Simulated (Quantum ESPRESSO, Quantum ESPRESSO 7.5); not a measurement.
**1T-SnO2, 1 layer: vacuum convergence**

Which setting serves for 1T-SnO2, 1 layer? The runs below step through one kind of setting.

Method: plane-wave DFT, PBE, GBRV ultrasoft pseudopotentials, in Quantum ESPRESSO 7.5.

### 1. The starting structure

The cell holds 3 atoms: 2 O and 1 Sn. Its edges and angles: a = 3.220 Å, b = 3.220 Å, c = 25.789 Å, α = 90.0°, β = 90.0°, γ = 120.0°. It derives from SnO2. Vacuum lies along c.

This sheet is a model structure: its symmetry is held, and its stability is not tested here.

### 2. Self-consistent run: 24 Å of vacuum

The first run is the reference of the series.

File c0.in:

```
&control
  prefix = 'c0'
  outdir = './out'
  pseudo_dir = './pseudo'
  calculation = 'scf'
  tprnfor = .true.
/
&system
  ibrav = 0
  nat = 3
  ntyp = 2
  ecutwfc = 40
  ecutrho = 200
  occupations = 'smearing'
  smearing = 'fd'
  degauss = 0.004
/
&electrons
  conv_thr = 1e-07
  mixing_beta = 0.4
  electron_maxstep = 120
  mixing_mode = 'local-TF'
/
ATOMIC_SPECIES
  O   15.9990  o_pbe_v1.2.uspp.F.UPF
  Sn  118.7100  sn_pbe_v1.4.uspp.F.UPF
CELL_PARAMETERS angstrom
  3.22000000000000 0.00000000000000 0.00000000000000
  -1.61000000000000 2.78860180018589 0.00000000000000
  0.00000000000000 0.00000000000000 25.78885438199983
ATOMIC_POSITIONS crystal
  O   0.666666666667 0.333333333333 0.465317296466
  Sn  0.000000000000 0.000000000000 0.500000000000
  O   0.333333333333 0.666666666667 0.534682703534
K_POINTS automatic
  12 12 1 0 0 0
```

Started as:

```sh
OMP_NUM_THREADS=1 mpirun -n 4 pw.x -nk 4 -in c0.in > c0.out
```

Output:

```text
Program PWSCF v.7.5 starts
[citation notice left out]

     Parallel version (MPI & OpenMP), running on       4 processor cores
     Number of MPI processes:                 4
     Threads/MPI process:                     1

     MPI processes distributed on     1 nodes
[...]
Current dimensions of program PWSCF are:
     Max number of different atomic species (ntypx) = 10
     Max number of k-points (npk) =  40000
     Max angular momentum in pseudopotentials (lmaxx) =  4
     Message from routine setup:
     using ibrav=0 with symmetry is DISCOURAGED, use correct ibrav instead

     K-points division:     npool     =       4
     Subspace diagonalization in iterative solution of the eigenvalue problem:
     a serial algorithm will be used

     G-vector sticks info
     --------------------
     sticks:   dense  smooth     PW     G-vecs:    dense   smooth      PW
     Sum         511     421    121                74817    53477    9061

     Using Slab Decomposition

     bravais-lattice index     =            0
     lattice parameter (alat)  =       6.0849  a.u.
     unit-cell volume          =    1562.6835 (a.u.)^3
     number of atoms/cell      =            3
     number of atomic types    =            2
     number of electrons       =        26.00
     number of Kohn-Sham states=           17
     kinetic-energy cutoff     =      40.0000  Ry
     charge density cutoff     =     200.0000  Ry
     scf convergence threshold =      1.0E-07
     mixing beta               =       0.4000
     number of iterations used =            8  local-TF  mixing
     Exchange-correlation=  SLA  PW   PBX  PBC
                           (   1   4   3   4   0   0   0)

     celldm(1)=   6.084918  celldm(2)=   0.000000  celldm(3)=   0.000000
     celldm(4)=   0.000000  celldm(5)=   0.000000  celldm(6)=   0.000000

     crystal axes: (cart. coord. in units of alat)
               a(1) = (   1.000000   0.000000   0.000000 )
               a(2) = (  -0.500000   0.866025   0.000000 )
               a(3) = (   0.000000   0.000000   8.008961 )

     reciprocal axes: (cart. coord. in units 2 pi/alat)
               b(1) = (  1.000000  0.577350 -0.000000 )
               b(2) = (  0.000000  1.154701  0.000000 )
               b(3) = (  0.000000 -0.000000  0.124860 )

     PseudoPot. # 1 for O  read from file:
     ./pseudo/o_pbe_v1.2.uspp.F.UPF
     Pseudo is Ultrasoft + core correction, Zval =  6.0
     Generated by new atomic code, or converted to UPF format
     Using radial grid of  737 points,  5 beta functions with:
                l(1) =   0
                l(2) =   0
                l(3) =   1
                l(4) =   1
                l(5) =   2
     Q(r) pseudized with  8 coefficients,  rinner =    0.900   0.900   0.900
                                                       0.900   0.900

     PseudoPot. # 2 for Sn read from file:
     ./pseudo/sn_pbe_v1.4.uspp.F.UPF
     Pseudo is Ultrasoft + core correction, Zval = 14.0
     Generated by new atomic code, or converted to UPF format
     Using radial grid of  891 points,  6 beta functions with:
                l(1) =   0
                l(2) =   0
                l(3) =   1
                l(4) =   1
                l(5) =   2
                l(6) =   2
     Q(r) pseudized with  8 coefficients,  rinner =    1.350   1.350   1.350
                                                       1.350   1.350

     atomic species   valence    mass     pseudopotential
     O                 6.00    15.99900     O ( 1.00)
     Sn               14.00   118.71000     Sn( 1.00)

     12 Sym. Ops., with inversion, found

   Cartesian axes

     site n.     atom                  positions (alat units)
         1        O      tau(   1) = (   0.5000000   0.2886751   3.7267081  )
         2        Sn     tau(   2) = (   0.0000000   0.0000000   4.0044805  )
         3        O      tau(   3) = (  -0.0000000   0.5773503   4.2822529  )

     number of k points=    19  Fermi-Dirac smearing, width (Ry)=  0.0040
                       cart. coord. in units 2pi/alat
        k(    1) = (   0.0000000   0.0000000   0.0000000), wk =   0.0138889
        k(    2) = (   0.0000000   0.0962250   0.0000000), wk =   0.0833333
        k(    3) = (   0.0000000   0.1924501   0.0000000), wk =   0.0833333
        k(    4) = (   0.0000000   0.2886751   0.0000000), wk =   0.0833333
        k(    5) = (   0.0000000   0.3849002   0.0000000), wk =   0.0833333
        k(    6) = (   0.0000000   0.4811252   0.0000000), wk =   0.0833333
        k(    7) = (   0.0000000  -0.5773503   0.0000000), wk =   0.0416667
        k(    8) = (   0.0833333   0.1443376   0.0000000), wk =   0.0833333
        k(    9) = (   0.0833333   0.2405626   0.0000000), wk =   0.1666667
        k(   10) = (   0.0833333   0.3367877   0.0000000), wk =   0.1666667
[...]
k(   19) = (   0.3333333   0.5773503   0.0000000), wk =   0.0277778

     Dense  grid:    74817 G-vectors     FFT dimensions: (  27,  27, 225)

     Smooth grid:    53477 G-vectors     FFT dimensions: (  25,  25, 200)

     Estimated max dynamical RAM per process >     116.44 MB

     Estimated total dynamical RAM >     410.97 MB

     Initial potential from superposition of free atoms

     starting charge      25.0000, renormalised to      26.0000

     negative rho (up, down):  3.853E-04 0.000E+00
     Starting wfcs are   17 randomized atomic wfcs

     total cpu time spent up to now is        2.3 secs

     per-process dynamical memory:    55.1 Mb

     Self-consistent Calculation

     iteration #  1     ecut=    40.00 Ry     beta= 0.40
     Davidson diagonalization with overlap
     ethr =  1.00E-02,  avg # of iterations =  7.3

     negative rho (up, down):  1.221E-03 0.000E+00

     total cpu time spent up to now is        4.4 secs

     total energy              =    -223.95590312 Ry
     estimated scf accuracy    <       0.85830221 Ry

     iteration #  2     ecut=    40.00 Ry     beta= 0.40
[...]
negative rho (up, down):  8.926E-03 0.000E+00

[...]
total energy              =    -223.82269103 Ry
     estimated scf accuracy    <       0.36929010 Ry

     iteration #  3     ecut=    40.00 Ry     beta= 0.40
[...]
negative rho (up, down):  2.344E-02 0.000E+00

[...]
total energy              =    -223.84663600 Ry
     estimated scf accuracy    <       0.06548065 Ry

     iteration #  4     ecut=    40.00 Ry     beta= 0.40
[...]
negative rho (up, down):  2.668E-02 0.000E+00

[...]
total energy              =    -223.85291657 Ry
     estimated scf accuracy    <       0.01162651 Ry

     iteration #  5     ecut=    40.00 Ry     beta= 0.40
[...]
negative rho (up, down):  2.643E-02 0.000E+00

[...]
total energy              =    -223.85387355 Ry
     estimated scf accuracy    <       0.00374136 Ry

     iteration #  6     ecut=    40.00 Ry     beta= 0.40
[...]
c_bands:  1 eigenvalues not converged
[...]
negative rho (up, down):  2.675E-02 0.000E+00

[...]
total energy              =    -223.85373063 Ry
     estimated scf accuracy    <       0.00272003 Ry

     iteration #  7     ecut=    40.00 Ry     beta= 0.40
[...]
negative rho (up, down):  1.835E-02 0.000E+00

[...]
total energy              =    -223.85322304 Ry
     estimated scf accuracy    <       0.00132192 Ry

     iteration #  8     ecut=    40.00 Ry     beta= 0.40
[...]
negative rho (up, down):  1.143E-02 0.000E+00

[...]
total energy              =    -223.85305807 Ry
     estimated scf accuracy    <       0.00070530 Ry

     iteration #  9     ecut=    40.00 Ry     beta= 0.40
[...]
negative rho (up, down):  9.976E-03 0.000E+00

[...]
total energy              =    -223.85275116 Ry
     estimated scf accuracy    <       0.00074491 Ry

     iteration # 10     ecut=    40.00 Ry     beta= 0.40
[...]
c_bands:  1 eigenvalues not converged
[...]
negative rho (up, down):  5.356E-03 0.000E+00

[...]
total energy              =    -223.85242474 Ry
     estimated scf accuracy    <       0.00068547 Ry

     iteration # 11     ecut=    40.00 Ry     beta= 0.40
[...]
negative rho (up, down):  3.355E-03 0.000E+00

[...]
total energy              =    -223.85260021 Ry
     estimated scf accuracy    <       0.00013373 Ry

     iteration # 12     ecut=    40.00 Ry     beta= 0.40
[...]
negative rho (up, down):  8.450E-04 0.000E+00

[...]
total energy              =    -223.85249043 Ry
     estimated scf accuracy    <       0.00020482 Ry

     iteration # 13     ecut=    40.00 Ry     beta= 0.40
[...]
negative rho (up, down):  6.198E-04 0.000E+00

[...]
total energy              =    -223.85254729 Ry
     estimated scf accuracy    <       0.00001461 Ry

     iteration # 14     ecut=    40.00 Ry     beta= 0.40
[...]
negative rho (up, down):  3.701E-04 0.000E+00

[...]
total energy              =    -223.85254916 Ry
     estimated scf accuracy    <       0.00000081 Ry

     iteration # 15     ecut=    40.00 Ry     beta= 0.40
[...]
negative rho (up, down):  3.722E-04 0.000E+00

[...]
total energy              =    -223.85254886 Ry
     estimated scf accuracy    <       0.00000051 Ry

     iteration # 16     ecut=    40.00 Ry     beta= 0.40
[...]
negative rho (up, down):  3.770E-04 0.000E+00

[...]
End of self-consistent calculation

          k = 0.0000 0.0000 0.0000 (  6627 PWs)   bands (ev):

   -25.4186 -24.9442 -24.9442 -24.7050 -24.7050 -23.3044 -21.3484  -8.2993
    -6.7184  -6.7184  -6.2736  -6.2736  -6.1325  -2.4746   0.7821   2.1682
     2.2720

          k = 0.0000 0.0962 0.0000 (  6647 PWs)   bands (ev):

   -25.3742 -25.0177 -24.9285 -24.7179 -24.7044 -23.2705 -21.2233  -8.5308
    -7.1370  -6.9891  -6.4828  -6.1060  -5.7912  -2.0917   0.9465   2.2941
     2.4167

          k = 0.0000 0.1925 0.0000 (  6641 PWs)   bands (ev):

   -25.3194 -25.1436 -24.8903 -24.7421 -24.6974 -23.1586 -20.9114  -9.2441
    -7.8009  -7.4633  -6.5634  -5.9052  -5.5665  -1.2163   1.3418   2.6517
     2.8415

          k = 0.0000 0.2887 0.0000 (  6653 PWs)   bands (ev):

   -25.5100 -25.0327 -24.8546 -24.7635 -24.6700 -22.9563 -20.5436 -10.1924
    -8.4312  -7.9583  -6.5359  -5.7663  -5.4600  -0.2676   1.7394   3.1664
     3.5018

          k = 0.0000 0.3849 0.0000 (  6680 PWs)   bands (ev):

   -25.7216 -24.9105 -24.8401 -24.7593 -24.6197 -22.6807 -20.2429 -11.0405
    -9.0110  -8.3841  -6.4332  -5.6797  -5.4318   0.4299   2.0201   3.8334
     4.3904

          k = 0.0000 0.4811 0.0000 (  6686 PWs)   bands (ev):

   -25.8654 -24.8752 -24.8388 -24.7104 -24.5726 -22.4149 -20.0785 -11.5983
    -9.4375  -8.6705  -6.3208  -5.6326  -5.4519   0.7140   2.3125   4.6360
     5.3906

[...]
the Fermi energy is    -3.5425 ev

!    total energy              =    -223.85254895 Ry
     estimated scf accuracy    <          5.6E-09 Ry
     smearing contrib. (-TS)   =      -0.00000000 Ry
     internal energy E=F+TS    =    -223.85254895 Ry

     The total energy is F=E-TS. E is the sum of the following terms:
     one-electron contribution =   -1785.40669633 Ry
     hartree contribution      =     899.63955302 Ry
     xc contribution           =     -57.94286390 Ry
     ewald contribution        =     719.85745825 Ry

     convergence has been achieved in  16 iterations

     negative rho (up, down):  3.770E-04 0.000E+00

     Forces acting on atoms (cartesian axes, Ry/au):

     atom    1 type  1   force =     0.00000000    0.00000000   -0.06852749
     atom    2 type  2   force =     0.00000000    0.00000000    0.00000000
     atom    3 type  1   force =     0.00000000   -0.00000000    0.06852749

     Total force =     0.096913     Total SCF correction =     0.000157

[...]
=------------------------------------------------------------------------------=
   JOB DONE.
=------------------------------------------------------------------------------=
```

It took 32 s on 4 MPI ranks of Intel Xeon Platinum 8488C (Sapphire Rapids), shared host; peak memory 0.65 GiB.

Read from the output:

| Property | Result |
| --- | --- |
| free energy | -3045.6691 eV |
| Fermi energy | -3.542 eV |
| valence top, on the run's zero | -5.247 eV |
| conduction bottom, on the run's zero | -2.475 eV |
| gap by band count | 2.772 eV |

The program's own clock; routines nest. Time by routine:

| routine | wall time (s) | calls |
| --- | --- | --- |
| PWSCF | 30.8 | 1 |
| electrons | 28.2 | 1 |
| c_bands | 15.5 | 16 |
| cegterg | 10.32 | 80 |
| h_psi | 7.44 | 665 |
| vloc_psi | 6 | 665 |
| mix_rho | 5.71 | 16 |
| fftw | 5.24 | 9948 |
| sum_band | 3.92 | 16 |
| newd | 2.27 | 17 |
| ffts | 2.2 | 1868 |
| init_run | 1.96 | 1 |
| v_of_rho | 1.07 | 17 |
| calbec | 0.96 | 765 |

The run needed 16 iterations to bring the estimated error under 1e-07 Ry; the largest force on any atom, held or free, is 1.76 eV/Å, so this geometry is far from relaxed and its levels are not those of the real material.

### 3. Electrostatic potential

plot_num = 11 writes the bare and Hartree potential. It leaves out exchange and correlation, which fade slowly, so it flattens close to the surface.

File c0.pot.in:

```
&inputpp
  prefix = 'c0'
  outdir = './out'
  filplot = 'c0.pot.dat'
  plot_num = 11
/
```

Started as:

```sh
OMP_NUM_THREADS=1 mpirun -n 4 pp.x -in c0.pot.in > c0.pot.out
```

Output:

```text
[banner, memory and clock lines left out]
Program POST-PROC v.7.5 starts

          URL

     ./out/c0.save/

     IMPORTANT: XC functional enforced from input :
     Exchange-correlation= PBE
                           (   1   4   3   4   0   0   0)
     Any further DFT definition will be discarded
     Please, verify this is what you really want

     negative rho (up, down):  3.770E-04 0.000E+00

     Calling punch_plot, plot_num =  11
     Writing data to file  c0.pot.dat
     Message from routine chdens:
     namelist plot not found or invalid, exiting
```

Wall time 1.3 s (4 MPI ranks); peak memory 0.1 GiB; 4.3 s of CPU time.

Read from the output:

| Quantity | Value |
| --- | --- |
| potential in the middle of the vacuum, over the valence top | 7.866 eV |

Electrostatic potential energy of an electron; zero at the highest filled level of the SCF mesh. Table of potential energy, planar mean by z:

| z (Å) | potential energy, planar mean (eV) |
| --- | --- |
| 0 | 7.87 |
| 1 | 7.87 |
| 2 | 7.87 |
| 3 | 7.87 |
| 4 | 7.87 |
| 5 | 7.87 |
| 6 | 7.87 |
| 7 | 7.87 |
| 8 | 7.87 |
| 9 | 7.86 |
| 10 | 7.84 |
| 11 | 7.08 |
| 12 | -8.51 |
| 13 | -15.4 |
| 14 | -3.82 |
| 15 | 7.49 |
| 16 | 7.85 |
| 17 | 7.87 |
| 18 | 7.87 |
| 19 | 7.87 |
| 20 | 7.87 |
| 21 | 7.87 |
| 22 | 7.87 |
| 23 | 7.87 |
| 24 | 7.87 |
| 25 | 7.87 |

Inside the slab this potential holds the local part of the pseudopotentials, which can be repulsive at the nuclei; only its value in the vacuum has a meaning of its own.

### 4. Self-consistent run: 18 Å of vacuum

c2.in, as its differences from the input of step 2:

```diff
@@ -1,3 +1,3 @@
 &control
-  prefix = 'c0'
+  prefix = 'c2'
   outdir = './out'
@@ -29,7 +29,7 @@
   -1.61000000000000 2.78860180018589 0.00000000000000
-  0.00000000000000 0.00000000000000 25.78885438199983
+  0.00000000000000 0.00000000000000 19.78885438199983
 ATOMIC_POSITIONS crystal
-  O   0.666666666667 0.333333333333 0.465317296466
+  O   0.666666666667 0.333333333333 0.454801466839
   Sn  0.000000000000 0.000000000000 0.500000000000
-  O   0.333333333333 0.666666666667 0.534682703534
+  O   0.333333333333 0.666666666667 0.545198533161
 K_POINTS automatic
```

Started as:

```sh
OMP_NUM_THREADS=1 mpirun -n 4 pw.x -nk 4 -in c2.in > c2.out
```

Output:

```text
[banner, memory and clock lines left out]
Program PWSCF v.7.5 starts
[...]
Message from routine setup:
[...]
number of electrons       =        26.00
     number of Kohn-Sham states=           17
     kinetic-energy cutoff     =      40.0000  Ry
     charge density cutoff     =     200.0000  Ry
[...]
number of k points=    19  Fermi-Dirac smearing, width (Ry)=  0.0040
[...]
Dense  grid:    57403 G-vectors     FFT dimensions: (  27,  27, 180)
[...]
negative rho (up, down):  3.044E-04 0.000E+00
     Starting wfcs are   17 randomized atomic wfcs
[...]
negative rho (up, down):  1.073E-03 0.000E+00
[...]
estimated scf accuracy    <       0.85731665 Ry
[...]
negative rho (up, down):  8.460E-03 0.000E+00
[...]
estimated scf accuracy    <       0.37117759 Ry
[...]
negative rho (up, down):  2.299E-02 0.000E+00
[...]
estimated scf accuracy    <       0.06539648 Ry
[...]
negative rho (up, down):  2.623E-02 0.000E+00
[...]
estimated scf accuracy    <       0.01183115 Ry
[...]
negative rho (up, down):  2.622E-02 0.000E+00
[...]
estimated scf accuracy    <       0.00370888 Ry
[...]
negative rho (up, down):  2.622E-02 0.000E+00
[...]
estimated scf accuracy    <       0.00261194 Ry
[...]
negative rho (up, down):  1.687E-02 0.000E+00
[...]
estimated scf accuracy    <       0.00123116 Ry
[...]
negative rho (up, down):  9.320E-03 0.000E+00
[...]
estimated scf accuracy    <       0.00049795 Ry
[...]
negative rho (up, down):  5.383E-03 0.000E+00
[...]
estimated scf accuracy    <       0.00029374 Ry
[...]
negative rho (up, down):  2.258E-03 0.000E+00
[...]
estimated scf accuracy    <       0.00017043 Ry
[...]
negative rho (up, down):  5.738E-04 0.000E+00
[...]
estimated scf accuracy    <       0.00004858 Ry
[...]
negative rho (up, down):  4.450E-04 0.000E+00
[...]
estimated scf accuracy    <       0.00000625 Ry
[...]
negative rho (up, down):  2.962E-04 0.000E+00
[...]
estimated scf accuracy    <       0.00000205 Ry
[...]
negative rho (up, down):  2.937E-04 0.000E+00
[...]
the Fermi energy is    -2.7490 ev
!    total energy              =    -223.85254944 Ry
     estimated scf accuracy    <       0.00000003 Ry
     smearing contrib. (-TS)   =      -0.00000000 Ry
     internal energy E=F+TS    =    -223.85254944 Ry
[...]
one-electron contribution =   -1290.64092789 Ry
     hartree contribution      =     653.01454589 Ry
     xc contribution           =     -57.94278116 Ry
     ewald contribution        =     471.71661373 Ry
     convergence has been achieved in  14 iterations
     negative rho (up, down):  2.937E-04 0.000E+00
[...]
Total force =     0.096783     Total SCF correction =     0.000587
[...]
```

It took 17 s on 4 MPI ranks; peak memory 0.43 GiB.

This step gave:

- Fermi energy: -2.749 eV
- valence top, on the run's zero: -4.453 eV
- conduction bottom, on the run's zero: -1.680 eV
- gap by band count: 2.773 eV

The program's own clock; routines nest. Time by routine:

| routine | wall time (s) | calls |
| --- | --- | --- |
| PWSCF | 15.95 | 1 |
| electrons | 13.52 | 1 |
| c_bands | 7.06 | 14 |
| cegterg | 5.56 | 70 |
| h_psi | 4.17 | 516 |
| vloc_psi | 3.42 | 516 |
| fftw | 3.08 | 8440 |
| mix_rho | 2.8 | 14 |
| sum_band | 1.99 | 14 |
| init_run | 1.93 | 1 |
| ffts | 1.5 | 1618 |
| newd | 1.16 | 15 |
| fft | 0.89 | 204 |
| hinit0 | 0.83 | 1 |

### 5. Electrostatic potential

File c2.pot.in:

```
&inputpp
  prefix = 'c2'
  outdir = './out'
  filplot = 'c2.pot.dat'
  plot_num = 11
/
```

Started as:

```sh
OMP_NUM_THREADS=1 mpirun -n 4 pp.x -in c2.pot.in > c2.pot.out
```

Run time: 1.4 s. Hardware: 4 MPI ranks; peak memory 0.1 GiB; 4.6 s of CPU time.

Counted from each run's own zero (the valence top), the vacuum level differs from the first run's by +0 meV.

(Part 1 of 2 ends here.)

[Logs are printed without paths, hosts, clocks, repeated set-up lines and the standing remarks that a program may print on its own settings, such as how far it seeks lower states.]

[Hosts, paths, dates, database ids (printed as entryN), source tags and the programs' standing remarks are cut or masked in the printed files.]

[Maps of the electrostatic potential energy from Ansatz leave out the sawtooth potential of an applied field or a dipole correction, so their vacuum need not be flat; planar profiles and work functions include it.]
